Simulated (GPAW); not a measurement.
# 1T-SnO2 monolayer: work function by functional and basis

Wanted: work functions and dipole of 1T-SnO2 monolayer, with the cost of each level. Where a layer proves gapped, the work function hangs on where the smearing puts the Fermi level, and the band edges take its place.

Calculated with GPAW 26.7.0; GPAW, PAW setups; layer in a repeated cell with vacuum, relaxation of atoms and in-plane cell, in the first sound run; inputs show where later runs differ.

**1. Set-up**

The cell holds 3 atoms: 2 O and 1 Sn. Cell: a = 3.220 Å, b = 3.220 Å, c = 15.789 Å, α = 90.0°, β = 90.0°, γ = 120.0°. Vacuum lies along c.

**2. Relaxing the atoms**

The atoms are relaxed first, since the surface dipole, and with it the work function, follows the positions of the outer layers.

run.py reads:

```python
import json
import numpy as np
from ase import Atoms
from ase.filters import FrechetCellFilter
from ase.optimize import BFGS
from gpaw import GPAW, PW

slab = Atoms(
    ['O', 'Sn', 'O'],
    positions=[
        [1.61000, 0.92953, 7.00000],
        [0.00000, 0.00000, 7.89443],
        [-0.00000, 1.85907, 8.78885]],
    cell=[[3.22, 0.0, 0.0], [-1.61, 2.7886, 0.0], [0.0, 0.0, 15.7889]],
    pbc=[True, True, True])

slab.calc = GPAW(mode=PW(600), xc='PBE', kpts={'size': (12, 12, 1), 'gamma': True},
                 occupations={'name': 'fermi-dirac', 'width': 0.05}, nbands='200%',
                 convergence={'density': 1e-05}, maxiter=200,
                 symmetry={'tolerance': 1e-3}, txt='slab.txt')
result = {}
# The in-plane cell is free; stress needs a cell that repeats along all three vectors
path = []
opt = BFGS(FrechetCellFilter(slab, mask=[1, 1, 0, 0, 0, 1]), maxstep=0.2)
opt.attach(lambda: path.append((slab.get_potential_energy(), slab.positions.tolist(), slab.get_forces().tolist())))
result['relaxed'] = bool(opt.run(fmax=0.02, steps=45))
result['path'] = path
result['cell'] = slab.cell.tolist()
print('in-plane lattice', slab.cell.cellpar().round(4)[[0, 1, 5]])
energy = slab.get_potential_energy()
fermi = slab.calc.get_fermi_level()
v = slab.calc.get_electrostatic_potential().mean((0, 1)) - fermi
n = slab.calc.get_pseudo_density().mean((0, 1))
L = slab.cell[2, 2]
z = np.arange(len(v)) * L / len(v)
low, high = slab.positions[:, 2].min(), slab.positions[:, 2].max()
below, above = np.interp([low - 4.8, high + 4.8], z, v)
slopes = [np.interp(x, z, np.gradient(v, z)) for x in (low - 4.8, high + 4.8)]
eps = np.array([[slab.calc.get_eigenvalues(k, s) for k in range(len(slab.calc.get_ibz_k_points()))]
                for s in range(slab.calc.get_number_of_spins())]) - fermi
top, bottom = eps[eps < 0].max(), eps[eps > 0].min()
dipole = slab.get_dipole_moment()[2]
print(f'energy {energy:.4f} eV, Fermi level {fermi:.4f} eV, dipole {dipole:.5f} e A')
print(f'potential 4.8 A off the faces, from the Fermi level: lower {below:.4f} eV, upper {above:.4f} eV')
print(f'slope of the potential there: lower {slopes[0]:.5f}, upper {slopes[1]:.5f} eV/A')
print(f'nearest levels on the mesh: {top:.4f} and {bottom:.4f} eV')
print('magnetic moment', round(slab.get_magnetic_moment(), 3))
result.update(energy=energy, fermi=fermi, dipole=dipole, below=below, above=above, slopes=slopes, edges=[top, bottom],
              z=z.tolist(), v=v.tolist(), n=n.tolist(), positions=slab.positions.tolist(),
              forces=slab.get_forces(apply_constraint=False).tolist(), moments=slab.get_magnetic_moments().tolist())
json.dump(result, open('result.json', 'w'))
```

On the command line:

```
$ OMP_NUM_THREADS=1 OPENBLAS_NUM_THREADS=1 python run.py
```

Output:

```text
Step          Energy          fmax
BFGS:    0      -18.618296        1.632812
BFGS:    1      -18.695784        1.204597
BFGS:    2      -18.791323        0.421748
BFGS:    3      -18.799221        0.480910
BFGS:    4      -18.801132        0.417660
BFGS:    5      -18.795593        0.229851
BFGS:    6      -18.788913        0.053124
BFGS:    7      -18.788802        0.005063
in-plane lattice [  3.1808   3.1808 120.    ]
energy -18.7888 eV, Fermi level -3.5699 eV, dipole -0.00038 e A
potential 4.8 A off the faces, from the Fermi level: lower 7.1701 eV, upper 7.1723 eV
slope of the potential there: lower -0.00129, upper 0.00022 eV/A
nearest levels on the mesh: -1.2890 and 1.5987 eV
magnetic moment 0.0
```

The job ended after 3 min (1 thread of Intel Xeon Platinum 8375C at 2.90GHz (Ice Lake), shared host; peak memory 0.3 GiB).

Numbers from this step:

```yaml
dipole_along_the_normal: -3.83e-4 e·Å
levels_nearest_the_fermi_level_on_the_mesh: -1.289, 1.599 eV from the Fermi level
```

Table of electrostatic potential energy of an electron (without an applied field's), less the Fermi level, planar mean by z:

```
z (Å)  electrostatic potential energy of an electron (without an applied field's), less the Fermi level, planar mean (eV)
  0.0                                                                                                                7.17
  0.5                                                                                                                7.17
  1.0                                                                                                                7.17
  1.5                                                                                                                7.17
  2.0                                                                                                                7.17
  2.5                                                                                                                7.17
  3.0                                                                                                                7.17
  3.5                                                                                                                7.17
  4.0                                                                                                                7.17
  4.5                                                                                                                7.16
  5.0                                                                                                                7.13
  5.5                                                                                                                6.98
  6.0                                                                                                                6.02
  6.5                                                                                                              0.0331
  7.0                                                                                                               -10.5
  7.5                                                                                                               -14.7
  8.0                                                                                                               -21.3
  8.5                                                                                                               -10.4
  9.0                                                                                                               -8.64
  9.5                                                                                                                3.87
 10.0                                                                                                                6.65
 10.5                                                                                                                7.08
 11.0                                                                                                                7.16
 11.5                                                                                                                7.17
 12.0                                                                                                                7.17
 12.5                                                                                                                7.17
 13.0                                                                                                                7.17
 13.5                                                                                                                7.17
 14.0                                                                                                                7.17
 14.5                                                                                                                7.17
 15.0                                                                                                                7.17
 15.5                                                                                                                7.17
```

Table of pseudo valence density, planar mean by z:

```
z (Å)  pseudo valence density, planar mean (e/Å³)
 0.00                                           0
 0.53                                           0
 1.05                                           0
 1.58                                           0
 2.11                                           0
 2.63                                           0
 3.16                                      4.4e-6
 3.68                                      2.5e-5
 4.39                                      2.6e-4
 4.91                                     0.00161
 5.44                                      0.0104
 5.96                                      0.0742
 6.49                                       0.491
 7.02                                       0.872
 7.54                                        1.03
 8.07                                        1.45
 8.60                                       0.794
 9.12                                       0.728
 9.65                                       0.144
10.18                                      0.0199
10.70                                     0.00300
11.23                                      4.8e-4
11.93                                      4.3e-5
12.46                                      7.4e-6
12.98                                           0
13.51                                           0
14.03                                           0
14.56                                           0
15.09                                           0
15.61                                           0
```

The relaxation lowered the energy of the cell by 0.171 eV (energies extrapolated to zero smearing; the optimiser's log prints free energies). The largest force left on a free atom is 0.0051 eV/Å.

**3. The slab's potential**

The work function is the vacuum plateau of the electrostatic potential less the Fermi level; a dipole layer lets the two faces have plateaus of their own.

This step: GPAW, PAW setups; slab in vacuum (GPAW 26.7.0).

The cell differs from the one that the last finished run ended in (c 15.789 → 16.058 Å).

Changes to run.py since step 2:

```diff
@@ -3,4 +3,2 @@
 from ase import Atoms
-from ase.filters import FrechetCellFilter
-from ase.optimize import BFGS
 from gpaw import GPAW, PW
@@ -10,21 +8,14 @@
     positions=[
-        [1.61000, 0.92953, 7.00000],
-        [0.00000, 0.00000, 7.89443],
-        [-0.00000, 1.85907, 8.78885]],
-    cell=[[3.22, 0.0, 0.0], [-1.61, 2.7886, 0.0], [0.0, 0.0, 15.7889]],
-    pbc=[True, True, True])
+        [1.59039, 0.91821, 7.00000],
+        [-0.00000, 0.00000, 8.02877],
+        [-0.00000, 1.83642, 9.05754]],
+    cell=[[3.18077, -0.0, 0.0], [-1.59039, 2.75463, 0.0], [0.0, 0.0, 16.0575]],
+    pbc=[True, True, False])
 
-slab.calc = GPAW(mode=PW(600), xc='PBE', kpts={'size': (12, 12, 1), 'gamma': True},
+slab.calc = GPAW(mode=PW(500), xc='PBE', kpts={'size': (12, 12, 1), 'gamma': True},
                  occupations={'name': 'fermi-dirac', 'width': 0.05}, nbands='200%',
                  convergence={'density': 1e-05}, maxiter=200,
+                 poissonsolver={'dipolelayer': 'xy'},
                  symmetry={'tolerance': 1e-3}, txt='slab.txt')
 result = {}
-# The in-plane cell is free; stress needs a cell that repeats along all three vectors
-path = []
-opt = BFGS(FrechetCellFilter(slab, mask=[1, 1, 0, 0, 0, 1]), maxstep=0.2)
-opt.attach(lambda: path.append((slab.get_potential_energy(), slab.positions.tolist(), slab.get_forces().tolist())))
-result['relaxed'] = bool(opt.run(fmax=0.02, steps=45))
-result['path'] = path
-result['cell'] = slab.cell.tolist()
-print('in-plane lattice', slab.cell.cellpar().round(4)[[0, 1, 5]])
 energy = slab.get_potential_energy()
```

Output:

```text
energy -18.0821 eV, Fermi level -3.7869 eV, dipole 0.00030 e A
potential 4.8 A off the faces, from the Fermi level: lower 7.3341 eV, upper 7.3268 eV
slope of the potential there: lower -0.00116, upper 0.00116 eV/A
nearest levels on the mesh: -1.1198 and 1.7454 eV
magnetic moment 0.0
```

Run time: 24 s. Hardware: 1 thread; peak memory 0.21 GiB.

Numbers from this step:

```yaml
dipole_along_the_normal: 3.01e-4 e·Å
levels_nearest_the_fermi_level_on_the_mesh: -1.120, 1.745 eV from the Fermi level
upper_work_function: 7.327 eV
lower_work_function: 7.334 eV
upper_ionisation_energy: 8.447 eV
```

The electrostatic potential energy of an electron (without an applied field's), less the Fermi level, planar mean by z:

```
z (Å)  electrostatic potential energy of an electron (without an applied field's), less the Fermi level, planar mean (eV)
  0.0                                                                                                                7.33
  0.5                                                                                                                7.33
  1.0                                                                                                                7.33
  1.5                                                                                                                7.33
  2.0                                                                                                                7.33
  2.5                                                                                                                7.33
  3.0                                                                                                                7.33
  3.5                                                                                                                7.33
  4.0                                                                                                                7.33
  4.5                                                                                                                7.33
  5.0                                                                                                                7.31
  5.5                                                                                                                7.21
  6.0                                                                                                                6.63
  6.5                                                                                                                2.98
  7.0                                                                                                               -9.95
  7.5                                                                                                               -11.5
  8.0                                                                                                               -21.7
  8.5                                                                                                               -12.6
  9.0                                                                                                               -10.4
  9.5                                                                                                                1.87
 10.0                                                                                                                6.46
 10.5                                                                                                                7.18
 11.0                                                                                                                7.30
 11.5                                                                                                                7.32
 12.0                                                                                                                7.32
 12.5                                                                                                                7.33
 13.0                                                                                                                7.33
 13.5                                                                                                                7.33
 14.0                                                                                                                7.33
 14.5                                                                                                                7.33
 15.0                                                                                                                7.33
 15.5                                                                                                                7.33
```

The pseudo valence density, planar mean by z:

```
z (Å)  pseudo valence density, planar mean (e/Å³)
 0.00                                           0
 0.38                                           0
 0.76                                           0
 1.34                                           0
 1.72                                           0
 2.10                                           0
 2.49                                           0
 3.06                                      3.1e-6
 3.44                                      9.0e-6
 3.82                                      2.6e-5
 4.21                                      8.8e-5
 4.78                                      6.3e-4
 5.16                                     0.00242
 5.54                                     0.00950
 5.93                                      0.0384
 6.50                                       0.330
 6.88                                       0.813
 7.26                                       0.823
 7.65                                       0.969
 8.22                                        1.42
 8.60                                       0.776
 8.98                                       0.890
 9.37                                       0.584
 9.94                                      0.0799
10.32                                      0.0189
10.71                                     0.00469
11.09                                     0.00125
11.66                                      1.8e-4
12.04                                      5.1e-5
12.43                                      1.4e-5
12.81                                      4.7e-6
13.38                                           0
13.76                                           0
14.15                                           0
14.53                                           0
15.10                                           0
15.48                                           0
15.87                                           0
```

Force by atom:

```
atom  x (eV/Å)  y (eV/Å)  z (eV/Å)    size
  O1    0.0000    0.0000    0.0940  0.0940
 Sn2    0.0000    0.0000    0.0000  0.0000
  O3    0.0000    0.0000   -0.0940  0.0940
```

The layer is gapped, so the Fermi level lies somewhere inside the gap, set by smearing and numerics, and these work functions are no property of the material; the band edges below the vacuum level are. The potential is flat to 0.001 eV/Å where it is read, so the vacuum is wide enough.

[end of part 1 of 3]

[Logs are printed without paths, hosts, clocks, repeated set-up lines and the standing remarks that a program may print on its own settings, such as how far it seeks lower states.]

[Hosts, paths, dates, database ids (printed as entryN), source tags and the programs' standing remarks are cut or masked in the printed files.]
